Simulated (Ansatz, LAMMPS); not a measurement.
# Squeezing and shearing amorphous 62TiO2-38Al2O3 (mol %) (90 atoms), part 2 of 3

Aim: relax amorphous 62TiO2-38Al2O3 (mol %) (90 atoms), then change its volume and shape to read moduli from the stress.

Ansatz 0.2.0; Kohn-Sham DFT, PBE, PAW (set soft_2), plane waves.

The cell: 15 Ti, 18 Al and 57 O. The quench rate of 50 K/ps is orders of magnitude faster than experiment. The network of bonds at the start is that of the classical potential that made the cell. Sampling is at Γ alone.

So far. Step 2 (Single point at the start): The r.m.s. force at the start is 0.66 eV/Å. Step 3 (Cell and atoms relaxed): The relaxation converged after 16 steps, with a largest force component of 0.031 eV/Å.

### 4. Single point at the relaxed geometry

The electronic structure is read at the final geometry, in a run of its own.

The input, input.yaml:

```yaml
crystal:
  lattice:
    - [10.14578, -0.18055, 0.07097]
    - [-0.18055, 10.53336, 0.03347]
    - [0.07097, 0.03347, 10.23099]
  atoms:
    - { symbol: Ti, position: [0.79281, 0.24211, 0.36706] }
    - { symbol: Ti, position: [0.54946, 0.41923, 0.6326] }
    - { symbol: Ti, position: [0.55104, 0.1432, 0.0502] }
    - { symbol: Ti, position: [0.80372, 0.32698, 0.85393] }
    - { symbol: Ti, position: [0.54308, 0.6565, 0.9495] }
    - { symbol: Ti, position: [0.09437, 0.46013, 0.84773] }
    [... 78 atom lines left out ...]
    - { symbol: O, position: [0.72361, 0.3793, 0.28912] }
    - { symbol: O, position: [0.12225, 0.0124, 0.26262] }
    - { symbol: O, position: [0.88262, 0.72059, 0.6637] }
    - { symbol: O, position: [0.15081, 0.31238, 0.35532] }
    - { symbol: O, position: [0.69874, 0.53724, 0.56141] }
    - { symbol: O, position: [0.4245, 0.75589, 0.06291] }
kpoints:
  mp_grid: { grid: [1, 1, 1] }
hamiltonian:
  xc: pbe
scf:
  occupations: { method: gaussian, width: 0.05 }
output:
  forces: true
  stress: true
  populations: true
  dos:
    method: { smearing: { sigma: 0.08 } }
    de: 0.1
    projected: { site_lists: { Al: [Al], O: [O], Ti: [Ti] } }
  eigenvalues: true
  write_density: true
  write_potential: true
  volumetric_format: npy
```

On the command line:

```sh
$ ansatz run input.yaml --threads 4 --pin off --max-ram 8192MiB --backend cpu --events-out ev --progress --plain --runs-dir out
```

Numbers of over 12 decimals in the logs are rounded to 6 here.

What it wrote:

```text
[...]
Crystal: 90 atoms, lattice volume = 1092.978 Å³
Basis set: ecut = 420 eV, 21337 PW (Γ), exchange–correlation on 144×144×144 points (8 copies of the dense FFT grid, shifted against one another)
Bands: 378, of which v1, the nominal top of the filled ones, is band 288 counted from 1 (287 counted from 0)
Symmetry: 1 space group operations
[...]
k-points: 1
[...]
SCF iter   1: F=—  HF=-79633.136096 eV  |F-HF|=—  |Δ(HF+E_count)|=         —  Δρ=4.11e-3  dr2=1.79e-1  ethr=1.77e-3  ⟨swp⟩=6.0  Hψ=1479  notcnv=0  defer=39
[...]
SCF iter  11: F=-79633.124200 eV  HF=-79633.124200 eV  |F-HF|=2.06e-8  |Δ(HF+E_count)|=   9.78e-8  Δρ=2.55e-6  dr2=8.58e-8  ethr=1.74e-11  ⟨swp⟩=13.0  Hψ=2759  notcnv=0
SCF 1 converged in 11 iterations: F = -79633.124200 eV  dr2 = 8.58e-8
[...]
SCF converged after 11 iterations
Free energy (F): -79633.124200 eV
[...]
Internal energy: -79633.124200 eV  (E = F + TS)
E sigma→0 (E₀):  -79633.124200 eV
Fermi energy:    6.688398 eV
[...]
--- Forces (eV/Å), atoms counted from 1 ---
  atom   1  Ti     0.01944979    -0.00146792    -0.01423828
  atom   2  Ti     0.01123935    -0.00247988    -0.00433398
  atom   3  Ti     0.02033287     0.00198866     0.00075404
  atom   4  Ti     0.00340590     0.00565470     0.02495196
  atom   5  Ti     0.01525956    -0.00818061     0.00830438
  atom   6  Ti    -0.01195689    -0.01637143     0.00479645
  atom   7  Ti    -0.01191088     0.00011738    -0.01974161
  atom   8  Ti    -0.01256651     0.00942307     0.00635596
  atom   9  Ti    -0.00082886     0.00173209    -0.00357668
  atom  10  Ti     0.01959268     0.00118940    -0.00506783
  atom  11  Ti     0.00177905    -0.01362591     0.00579789
  atom  12  Ti     0.00904109    -0.00471390    -0.02046909
  atom  13  Ti     0.01582215    -0.00306330    -0.00375654
  atom  14  Ti     0.00723653    -0.00611273    -0.01625993
[...]
atom  89  O     -0.01243056    -0.00092371     0.00365264
  atom  90  O      0.00006413     0.00582856     0.00321436
  max |Σ_I F_I| component: 1.61e-4 eV/Å
--- Stress (GPa, compression-positive) ---
        0.004921      -0.004170       0.001783
       -0.004176       0.025180      -0.019626
        0.001792      -0.019622       0.005929
  P = ⅓ Tr σ = 0.0120 GPa (0.120 kbar)
--- Band table (eV) ---
[...]
--- Löwdin populations: 90 sites ---
  site symbol       q [e]
     0     Ti     10.5775
     1     Ti     10.5930
     2     Ti     10.6314
[...]
89      O      6.7243
  spilling = 0.005445 (of n_electrons = 576.000000)
```

Elapsed: 20 s, on 4 threads of Arm Neoverse V2, shared host; peak memory 1.3 GiB.

Numbers from this run:

```yaml
free_energy: -79633.1242 eV
free_energy_per_atom: -884.8125 eV/atom
scf_cycles: 11
pressure: 0.01201 GPa
r_m_s_force_component: 0.00794 eV/Å
longest_force: 0.03053 eV/Å
fermi_energy: 6.688 eV
spacing_of_highest_filled_and_lowest_empty_level: 2.832 eV
spilling_of_the_projection: 0.005445
```

### 5. Volume -3 %

The relaxed cell is scaled evenly and the atoms are relaxed again; the stress at the end gives one point of P(V).

input.yaml, the sections that differ from step 4:

```yaml
crystal:
  lattice:
    - [10.04329, -0.17873, 0.07025]
    - [-0.17873, 10.42696, 0.03313]
    - [0.07025, 0.03313, 10.12764]
  atoms:
    [... the 90 atom lines of step 4 ...]
output:
  forces: true
  eigenvalues: true
  stress: true
relax:
  f_tol: 0.05
  max_steps: 70
# kpoints, hamiltonian, scf: as in step 4
```

What it wrote:

```text
Warning: output.stress: scf.convergence.dr2_threshold = 1e-7 eV (the SCF's general default) is looser than the 9e-9 eV advised for a printed stress (1e-10 eV for each atom of the cell: 90). What an SCF threshold leaves in a stress goes as its square root, and in the free energy as the threshold itself, and one threshold admits the most on a small cell: [...]
[...]
Crystal: 90 atoms, lattice volume = 1060.190 Å³
Basis set: ecut = 420 eV, 20707 PW (Γ), exchange–correlation on 144×144×144 points (8 copies of the dense FFT grid, shifted against one another)
Bands: 378, of which v1, the nominal top of the filled ones, is band 288 counted from 1 (287 counted from 0)
Symmetry: 1 space group operations
[...]
k-points: 1
[...]
SCF iter   1: F=—  HF=-79632.573452 eV  |F-HF|=—  |Δ(HF+E_count)|=         —  Δρ=4.19e-3  dr2=1.74e-1  ethr=1.77e-3  ⟨swp⟩=6.0  Hψ=1473  notcnv=0  defer=39
[...]
SCF iter   7: F=-79632.561108 eV  HF=-79632.561114 eV  |F-HF|=6.27e-6  |Δ(HF+E_count)|=   1.00e-5  Δρ=4.74e-5  dr2=2.43e-5  ethr=1.09e-8  ⟨swp⟩=10.0  Hψ=1928  notcnv=0
SCF 1 converged in 7 iterations: F = -79632.561108 eV  dr2 = 2.43e-5
[...]
relax step   1: F+E_penalty+E_count = -79632.56110804 eV  Δ(F+E_penalty+E_count) = +0.000e0 eV  max|allowed force component| = 5.134e-1 eV/Å  Δτ_max = 0.0000 Å  (7 SCF iters, dr2 threshold 6.25e-5 eV, accepted)
[...]
relax step   2: F+E_penalty+E_count = -79632.71296685 eV  Δ(F+E_penalty+E_count) = -1.519e-1 eV  max|allowed force component| = 3.485e-1 eV/Å  Δτ_max = 0.0352 Å  (7 SCF iters, dr2 threshold 1.65e-5 eV, accepted)
[...]
relax step   3: F+E_penalty+E_count = -79632.80464655 eV  Δ(F+E_penalty+E_count) = -9.168e-2 eV  max|allowed force component| = 1.867e-1 eV/Å  Δτ_max = 0.0486 Å  (8 SCF iters, dr2 threshold 7.59e-6 eV, accepted)
relax step   4: F+E_penalty+E_count = -79632.74143674 eV  Δ(F+E_penalty+E_count) = +6.321e-2 eV  max|allowed force component| = 6.424e-1 eV/Å  Δτ_max = 0.2000 Å  (9 SCF iters, dr2 threshold 1.00e-5 eV, rejected (line search))
relax step   5: F+E_penalty+E_count = -79632.85074140 eV  Δ(F+E_penalty+E_count) = -4.609e-2 eV  max|allowed force component| = 1.568e-1 eV/Å  Δτ_max = 0.0921 Å  (11 SCF iters, accepted)
relax step   6: F+E_penalty+E_count = -79632.86001688 eV  Δ(F+E_penalty+E_count) = -9.275e-3 eV  max|allowed force component| = 1.000e-1 eV/Å  Δτ_max = 0.1000 Å  (8 SCF iters, dr2 threshold 7.06e-6 eV, accepted)
relax step   7: F+E_penalty+E_count = -79632.86308999 eV  Δ(F+E_penalty+E_count) = -3.073e-3 eV  max|allowed force component| = 5.474e-2 eV/Å  Δτ_max = 0.0430 Å  (7 SCF iters, dr2 threshold 4.07e-6 eV, accepted)
[...]
relax step   8: F+E_penalty+E_count = -79632.86555822 eV  Δ(F+E_penalty+E_count) = -2.468e-3 eV  max|allowed force component| = 3.209e-2 eV/Å  Δτ_max = 0.0269 Å  (9 SCF iters, accepted)
SCF converged after 9 iterations
Free energy (F): -79632.865558 eV
[...]
Internal energy: -79632.865558 eV  (E = F + TS)
E sigma→0 (E₀):  -79632.865558 eV
Fermi energy:    7.039084 eV
[...]
--- Forces (eV/Å), atoms counted from 1 ---
  atom   1  Ti     0.01012242     0.01474154    -0.00211144
  atom   2  Ti    -0.00856473     0.02201737    -0.00395806
  atom   3  Ti     0.00901028    -0.00169491    -0.00598266
  atom   4  Ti    -0.00372386     0.01918172     0.00135549
  atom   5  Ti     0.01324238    -0.01656882     0.00814737
  atom   6  Ti     0.00400487     0.00783826     0.00129547
  atom   7  Ti     0.00273099     0.01155919    -0.01566749
  atom   8  Ti     0.00021040    -0.00000188    -0.00046275
  atom   9  Ti     0.00415468     0.00922962    -0.00405903
  atom  10  Ti    -0.00482920    -0.00156328     0.02062566
  atom  11  Ti    -0.00716893    -0.02357431    -0.00638278
  atom  12  Ti     0.00420932     0.02396820    -0.00967220
  atom  13  Ti    -0.01271562    -0.00691561    -0.00448229
  atom  14  Ti     0.00055122    -0.01066531    -0.01756636
[...]
atom  89  O     -0.00159369    -0.00592151     0.00458113
  atom  90  O      0.00379454     0.01826447     0.01491359
  max |Σ_I F_I| component: 1.07e-4 eV/Å
--- Stress (GPa, compression-positive) ---
        2.581717       0.104569       0.049461
        0.104560       2.450301      -0.167917
        0.049470      -0.167914       2.489034
  P = ⅓ Tr σ = 2.5070 GPa (25.070 kbar)
--- Band table (eV) ---
[...]
--- Relaxed structure (8 steps of the walk, 7 accepted, 0 SCFs on fresh bases) ---
  F+E_penalty+E_count = -79632.86555822 eV   max|allowed force component| = 3.209e-2 eV/Å
  atoms:
    - { symbol: Ti, position: [0.793039, 0.239675, 0.362340] }
    - { symbol: Ti, position: [0.546332, 0.419359, 0.633024] }
    - { symbol: Ti, position: [0.550024, 0.153618, 0.060671] }
    - { symbol: Ti, position: [0.800224, 0.326076, 0.856706] }
[...]
- { symbol: O, position: [0.424062, 0.759158, 0.062742] }
```

Elapsed: 1.8 min, on 4 threads; peak memory 1.3 GiB.

The program notes that the SCF threshold is loose for the stress.

The relaxation converged after 8 steps, 0.304 eV below its start, with a largest force component of 0.032 eV/Å.

Volume -3 %: the energy stands 0.259 eV above that of the reference, at a pressure of 2.51 GPa.

### 6. Volume +3 %

The relaxed cell is scaled to another volume.

input.yaml, the sections that differ from step 5:

```yaml
crystal:
  lattice:
    - [10.24624, -0.18234, 0.07167]
    - [-0.18234, 10.63766, 0.0338]
    - [0.07167, 0.0338, 10.33229]
  atoms:
    [... the 90 atom lines of step 4 ...]
# kpoints, hamiltonian, scf, output, relax: as in step 5
```

What it wrote:

```text
[...]
Crystal: 90 atoms, lattice volume = 1125.768 Å³
Basis set: ecut = 420 eV, 21999 PW (Γ), exchange–correlation on 144×144×144 points (8 copies of the dense FFT grid, shifted against one another)
Bands: 378, of which v1, the nominal top of the filled ones, is band 288 counted from 1 (287 counted from 0)
Symmetry: 1 space group operations
[...]
k-points: 1
[...]
SCF iter   1: F=—  HF=-79632.635223 eV  |F-HF|=—  |Δ(HF+E_count)|=         —  Δρ=4.07e-3  dr2=1.89e-1  ethr=1.77e-3  ⟨swp⟩=6.0  Hψ=1472  notcnv=0  defer=37
[...]
SCF iter   6: F=—  HF=-79632.622394 eV  |F-HF|=—  |Δ(HF+E_count)|=   8.75e-6  Δρ=1.30e-4  dr2=2.20e-4  ethr=1.20e-7  ⟨swp⟩=2.0  Hψ=455  notcnv=0  defer=84
SCF iter   7: F=-79632.622394 eV  HF=-79632.622409 eV  |F-HF|=1.48e-5  |Δ(HF+E_count)|=   1.49e-5  Δρ=5.99e-5  dr2=4.16e-5  ethr=1.09e-8  ⟨swp⟩=10.0  Hψ=1860  notcnv=0
SCF 1 converged in 7 iterations: F = -79632.622394 eV  dr2 = 4.16e-5
[...]
relax step   1: F+E_penalty+E_count = -79632.62239438 eV  Δ(F+E_penalty+E_count) = +0.000e0 eV  max|allowed force component| = 4.792e-1 eV/Å  Δτ_max = 0.0000 Å  (7 SCF iters, dr2 threshold 6.25e-5 eV, accepted)
[...]
relax step   2: F+E_penalty+E_count = -79632.76534464 eV  Δ(F+E_penalty+E_count) = -1.430e-1 eV  max|allowed force component| = 3.442e-1 eV/Å  Δτ_max = 0.0403 Å  (7 SCF iters, dr2 threshold 1.43e-5 eV, accepted)
[...]
relax step   3: F+E_penalty+E_count = -79632.84443408 eV  Δ(F+E_penalty+E_count) = -7.909e-2 eV  max|allowed force component| = 2.161e-1 eV/Å  Δτ_max = 0.0456 Å  (8 SCF iters, dr2 threshold 7.40e-6 eV, accepted)
relax step   4: F+E_penalty+E_count = -79632.86864757 eV  Δ(F+E_penalty+E_count) = -2.421e-2 eV  max|allowed force component| = 4.216e-1 eV/Å  Δτ_max = 0.2000 Å  (8 SCF iters, dr2 threshold 1.84e-5 eV, accepted)
relax step   5: F+E_penalty+E_count = -79632.90174965 eV  Δ(F+E_penalty+E_count) = -3.310e-2 eV  max|allowed force component| = 3.085e-1 eV/Å  Δτ_max = 0.0541 Å  (6 SCF iters, dr2 threshold 7.01e-5 eV, accepted)
relax step   6: F+E_penalty+E_count = -79632.93980337 eV  Δ(F+E_penalty+E_count) = -3.805e-2 eV  max|allowed force component| = 1.871e-1 eV/Å  Δτ_max = 0.2000 Å  (7 SCF iters, dr2 threshold 5.10e-5 eV, accepted)
relax step   7: F+E_penalty+E_count = -79632.94848498 eV  Δ(F+E_penalty+E_count) = -8.682e-3 eV  max|allowed force component| = 2.098e-1 eV/Å  Δτ_max = 0.0671 Å  (7 SCF iters, dr2 threshold 1.29e-5 eV, accepted)
relax step   8: F+E_penalty+E_count = -79632.94840930 eV  Δ(F+E_penalty+E_count) = +7.568e-5 eV  max|allowed force component| = 2.086e-1 eV/Å  Δτ_max = 0.2000 Å  (9 SCF iters, dr2 threshold 1.62e-5 eV, rejected (line search))
relax step   9: F+E_penalty+E_count = -79632.94848702 eV  Δ(F+E_penalty+E_count) = -2.037e-6 eV  max|allowed force component| = 2.098e-1 eV/Å  Δτ_max = 0.0000 Å  (13 SCF iters, accepted)
relax step  10: F+E_penalty+E_count = -79632.94830990 eV  Δ(F+E_penalty+E_count) = +1.771e-4 eV  max|allowed force component| = 2.077e-1 eV/Å  Δτ_max = 0.2000 Å  (8 SCF iters, dr2 threshold 4.40e-5 eV, rejected (line search))
relax step  11: F+E_penalty+E_count = -79632.96549532 eV  Δ(F+E_penalty+E_count) = -1.701e-2 eV  max|allowed force component| = 8.959e-2 eV/Å  Δτ_max = 0.0969 Å  (11 SCF iters, accepted)
relax step  12: F+E_penalty+E_count = -79632.97932601 eV  Δ(F+E_penalty+E_count) = -1.383e-2 eV  max|allowed force component| = 9.310e-2 eV/Å  Δτ_max = 0.0959 Å  (11 SCF iters, accepted)
relax step  13: F+E_penalty+E_count = -79632.98447923 eV  Δ(F+E_penalty+E_count) = -5.153e-3 eV  max|allowed force component| = 2.492e-1 eV/Å  Δτ_max = 0.1500 Å  (11 SCF iters, accepted)
relax step  14: F+E_penalty+E_count = -79633.01474096 eV  Δ(F+E_penalty+E_count) = -3.026e-2 eV  max|allowed force component| = 8.419e-2 eV/Å  Δτ_max = 0.0513 Å  (6 SCF iters, dr2 threshold 6.21e-5 eV, accepted)
relax step  15: F+E_penalty+E_count = -79633.01847278 eV  Δ(F+E_penalty+E_count) = -3.732e-3 eV  max|allowed force component| = 7.102e-2 eV/Å  Δτ_max = 0.0305 Å  (10 SCF iters, accepted)
[...]
relax step  16: F+E_penalty+E_count = -79633.01965460 eV  Δ(F+E_penalty+E_count) = -1.182e-3 eV  max|allowed force component| = 3.533e-2 eV/Å  Δτ_max = 0.0283 Å  (9 SCF iters, accepted)
SCF converged after 9 iterations
Free energy (F): -79633.019655 eV
[...]
Internal energy: -79633.019655 eV  (E = F + TS)
E sigma→0 (E₀):  -79633.019655 eV
Fermi energy:    6.341531 eV
[...]
Σ components = -79633.019655   (vs F -79633.019655, Δ=0.00e0)
--- Forces (eV/Å), atoms counted from 1 ---
  atom   1  Ti    -0.01373136     0.01817631    -0.00110349
  atom   2  Ti     0.01903636    -0.01071157     0.01139895
  atom   3  Ti    -0.00600325     0.01255121    -0.01211338
  atom   4  Ti    -0.00280117     0.01393288     0.00520936
[...]
atom  90  O     -0.00951111    -0.00429298     0.01205144
  max |Σ_I F_I| component: 1.08e-4 eV/Å
--- Stress (GPa, compression-positive) ---
       -1.920204      -0.087730      -0.143600
       -0.087733      -1.579527       0.102419
       -0.143596       0.102429      -1.622831
  P = ⅓ Tr σ = -1.7075 GPa (-17.075 kbar)
--- Band table (eV) ---
[...]
--- Relaxed structure (16 steps of the walk, 14 accepted, 0 SCFs on fresh bases) ---
  F+E_penalty+E_count = -79633.01965460 eV   max|allowed force component| = 3.533e-2 eV/Å
  atoms:
    - { symbol: Ti, position: [0.791814, 0.242628, 0.362861] }
    - { symbol: Ti, position: [0.549351, 0.420017, 0.634829] }
    - { symbol: Ti, position: [0.564634, 0.118610, 0.042083] }
    - { symbol: Ti, position: [0.806317, 0.332052, 0.852931] }
[...]
- { symbol: O, position: [0.416649, 0.748561, 0.068843] }
```

Wall time 3.9 min (4 threads); peak memory 1.2 GiB.

The relaxation converged after 16 steps, 0.397 eV below its start, with a largest force component of 0.035 eV/Å.

Volume +3 %: the energy stands 0.105 eV above that of the reference, at a pressure of -1.71 GPa.

### 7. Volume -6 %

The relaxed cell is scaled to another volume.

Input and log are left out; they have the form of those shown for this kind of step.

The job ended after 6.4 min (4 threads of Arm Neoverse V2, shared host; peak memory 1.2 GiB).

The relaxation converged after 29 steps, 1.75 eV below its start, with a largest force component of 0.026 eV/Å.

Volume -6 %: the energy stands 0.622 eV above that of the reference, at a pressure of 3.88 GPa.

[end of part 2 of 3]

[Logs are printed without paths, hosts, clocks, repeated set-up lines and the standing remarks that a program may print on its own settings, such as how far it seeks lower states.]

[Hosts, paths, dates, database ids (printed as entryN), source tags and the programs' standing remarks are cut or masked in the printed files.]
